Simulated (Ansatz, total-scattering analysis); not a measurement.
## Reading the total scattering of a disordered sample

The sample: CaAl2Si2O8 (Ca 7.7, Al 15.4, Si 15.4, O 61.5 atom %) at 2300 K, fixed volume (mean pressure 0.6 GPa), ρ₀ = 0.0689 Å⁻³. The data come from ab initio molecular dynamics with Ansatz (PBE, plane waves, PAW set soft_1, Langevin thermostat, no spin, fixed volume). The average runs over 0.66 ps of 78 atoms, so shells between rare elements are rough. Mean temperature 2188 K, largest m.s.d. 1.27 Å², energy drift -65 meV an atom (last third less first), Langevin friction 10 ps⁻¹; the first quarter of the run is discarded. Preparation: last frame of a classical run of this cell, a melt, rescaled to the set density, then 0.2 ps at 2530 K with a cheaper basis and a friction of 10 ps⁻¹ (mean temperature of the first stage 2536 K), too short to forget the start in full. So short a stretch relaxes bonds and nearest shells but still remembers its start. It is a melt by its history, in a run too short to show flow. The potential energy falls by 65 meV an atom from the first to the last third of the average, so the sample is relaxing or ordering and this is no equilibrium average.

S(Q) is the Faber–Ziman total, Σ ci cj fi fj (Sij − 1)/⟨f⟩² + 1. Below 4 Å⁻¹ the partials are summed on the cell's own reciprocal vectors (from 0.60 Å⁻¹) and folded with a Gaussian of σ = 0.13 Å⁻¹; above it they are transforms of g(r) out to 7.1 Å, tapered over the last 40 %. The fold lowers sharp peaks, and with so few vectors their positions are good to about 0.1 Å⁻¹. X-rays take neutral-atom form factors, neutrons coherent lengths (Ca 4.7, Al 3.449, Si 4.15071, O 5.8037 fm). G(r) = 4πrρ₀[g(r) − 1] carries the resolution of a Lorch-windowed transform up to 20 Å⁻¹. The patterns are simulated, not measured. The potential energy falls by 65 meV an atom from the first to the last third of the average, so the sample is relaxing or ordering and this is no equilibrium average. The cell is small: beyond half the box only the part of each shell inside it is counted, and low-Q values rest on few vectors.

```csv
Q (Å⁻¹),X-ray,neutron
0.6,0.10,0.21
0.9,0.13,0.22
1.2,0.45,0.46
1.5,0.70,0.70
1.8,0.94,0.73
2.1,0.93,0.63
2.4,0.73,0.69
2.7,0.74,1.07
3.0,0.78,1.02
3.3,0.80,0.92
3.6,0.92,0.85
3.9,1.05,0.91
4.2,1.21,1.03
4.5,1.28,1.15
4.8,1.23,1.26
5.1,1.09,1.24
5.4,0.95,1.09
5.7,0.90,0.93
6.0,0.91,0.85
6.3,0.93,0.84
6.6,0.92,0.87
6.9,0.91,0.92
7.2,0.94,0.99
7.5,1.01,1.05
7.8,1.07,1.09
8.1,1.09,1.08
8.4,1.08,1.06
8.7,1.06,1.03
9.0,1.02,1.01
9.3,0.98,0.98
9.6,0.96,0.97
9.9,0.96,0.97
10.2,0.96,0.96
10.5,0.96,0.96
10.8,0.98,0.97
11.1,0.99,0.99
11.4,1.01,1.01
11.7,1.03,1.03
12.0,1.03,1.03
```

G(r):

X-ray, r (Å) and value: 1.0 -0.87, 1.1 -0.95, 1.2 -1.04, 1.3 -1.10, 1.4 -0.82, 1.5 0.01, 1.6 1.08, 1.7 1.61, 1.8 1.16, 1.9 0.26, 2.0 -0.46, 2.1 -0.81, 2.2 -0.89, 2.3 -0.87, 2.4 -0.82, 2.5 -0.74, 2.6 -0.64, 2.7 -0.51, 2.8 -0.36, 2.9 -0.18, 3.0 0.07, 3.1 0.34, 3.2 0.50, 3.3 0.45, 3.4 0.24, 3.5 0.01, 3.6 -0.15, 3.7 -0.18, 3.8 -0.11, 3.9 0.01, 4.0 0.15, 4.1 0.29, 4.2 0.37, 4.3 0.37, 4.4 0.32, 4.5 0.27, 4.6 0.21, 4.7 0.12, 4.8 0.04, 4.9 0.05, 5.0 0.10, 5.1 0.13, 5.2 0.11, 5.3 0.05, 5.4 0.00, 5.5 -0.04, 5.6 -0.08, 5.7 -0.11, 5.8 -0.10, 5.9 -0.10, 6.0 -0.13

neutron, r (Å) and value: 1.0 -0.86, 1.1 -0.93, 1.2 -1.03, 1.3 -1.11, 1.4 -0.88, 1.5 -0.11, 1.6 0.89, 1.7 1.35, 1.8 0.87, 1.9 -0.04, 2.0 -0.76, 2.1 -1.10, 2.2 -1.12, 2.3 -0.91, 2.4 -0.47, 2.5 0.06, 2.6 0.55, 2.7 0.84, 2.8 0.83, 2.9 0.59, 3.0 0.28, 3.1 0.04, 3.2 -0.14, 3.3 -0.29, 3.4 -0.44, 3.5 -0.53, 3.6 -0.53, 3.7 -0.44, 3.8 -0.29, 3.9 -0.13, 4.0 0.01, 4.1 0.13, 4.2 0.20, 4.3 0.22, 4.4 0.20, 4.5 0.20, 4.6 0.21, 4.7 0.23, 4.8 0.25, 4.9 0.31, 5.0 0.38, 5.1 0.43, 5.2 0.42, 5.3 0.34, 5.4 0.22, 5.5 0.09, 5.6 -0.05, 5.7 -0.16, 5.8 -0.23, 5.9 -0.29, 6.0 -0.35

Q: Assign the low-r maxima. Which coordination numbers can be read off, and what are they?

Each pair enters with the weight ci cj fi fj (2 − δij)/⟨f⟩², taking f = Z for X-rays at Q = 0: O–O 0.22 / 0.49; Si–O 0.19 / 0.18; Al–O 0.17 / 0.15; Ca–O 0.13 / 0.10; Al–Si 0.08 / 0.03; Ca–Si 0.06 / 0.02; Ca–Al 0.05 / 0.01; Si–Si 0.04 / 0.02 (X-ray / neutron).

| radiation | maximum (Å) | G (Å⁻²) | pairs that make it (share of the curvature of G, each pair at the same resolution) |
| --- | --- | --- | --- |
| X-ray | 1.70 | 1.61 | Si–O 71 %, Al–O 29 % |
| X-ray | 3.23 | 0.51 | Si–Si 37 %, Al–Si 29 %, Al–Al 16 % |
| X-ray | 4.25 | 0.39 | Al–O 43 %, Si–O 28 %, Ca–Si 12 % |
| neutron | 1.70 | 1.35 | Si–O 74 %, Al–O 26 % |
| neutron | 2.75 | 0.87 | O–O 100 % |

The first shell (Si–O, 1.63 Å) shares its range with Al–O (1.78 Å), so its area is a weighted sum. The maxima can be assigned, but 2 totals can't separate 10 partials, so the counts below come from the model itself.

From the coordinates:

| pair | first peak (Å) | g there | first minimum (Å) | g there | neighbours |
| --- | --- | --- | --- | --- | --- |
| Si–O | 1.63 | 10.8 | 2.40 | 0.02 | 4.0 O per Si, 1.0 Si per O |
| Al–O | 1.78 | 6.9 | 2.60 | 0.22 | 4.4 O per Al, 1.1 Al per O |
| Ca–O | 2.31 | 2.5 | 3.42 | 0.67 | 6.8 O per Ca, 0.9 Ca per O |
| O–O | 2.68 | 2.5 | 3.68 | 0.66 | 8.6 |
| Si–Si | 3.16 | 3.6 | 3.92 | 0.26 | 1.9 |
| Al–Al | 3.19 | 3.4 | 3.98 | 0.34 | 2.9 |
| Al–Si | 3.19 | 2.6 | 3.88 | 0.57 | 2.5 Si per Al, 2.5 Al per Si |
| Ca–Al | 3.42 | 2.5 | 4.42 | 0.70 | 3.8 Al per Ca, 1.9 Ca per Al |
| Ca–Si | 3.49 | 2.3 | 4.10 | 0.91 | 3.4 Si per Ca, 1.7 Ca per Si |

Bonded neighbours (only these pairs count: cutoffs Ca–O 3.42 Å, Al–O 2.6 Å, Si–O 2.4 Å): Ca: 4 3.3 %, 5 8.9 %, 6 22 %, 7 43 %, 8 18 %, 9 2.2 %, 10 2.2 %; Al: 3 0.6 %, 4 66 %, 5 31 %, 6 3.3 %; Si: 3 2.8 %, 4 97 %; O: 2 21 %, 3 64 %, 4 14 %. For Ca–O g doesn't fall to zero at the cutoff, so those shares hang on where it is put. Bridging oxygens per network former of four or fewer bonds: Al: Q3 13 %, Q4 87 %; Si: Q3 35 %, Q4 65 %. Oxygen by network formers bound (Si, B, P, Ge and Al count): one 10 %, two 71 %, three or more 19 %. O–Al–O peak at 100°, O–Si–O peak at 112° and Al–O–Al peak at 124°. These counts come from 15 frames.

Anions around each cation, with the position of the first peak: Ca 6.8 (Ca–O 2.31 Å, to 3.42 Å, a soft count), Al 4.4 (Al–O 1.78 Å, to 2.60 Å) and Si 4.0 (Si–O 1.63 Å, to 2.40 Å). The weights that differ most between the probes (X-ray, neutron): O–O 0.22 and 0.49, Al–Si 0.08 and 0.03 and Ca–Si 0.06 and 0.02. At 2.82 Å⁻¹ neutrons show a peak (1.14) where X-rays give 0.77: term by term, w(S − 1) with f = Z as a rough X-ray weight: O–O +0.63 against +0.28, Al–Si +0.03 against +0.08 and Al–O -0.23 against -0.27 (neutron against X-ray).

[Logs are printed without paths, hosts, clocks, repeated set-up lines and the standing remarks that a program may print on its own settings, such as how far it seeks lower states.]
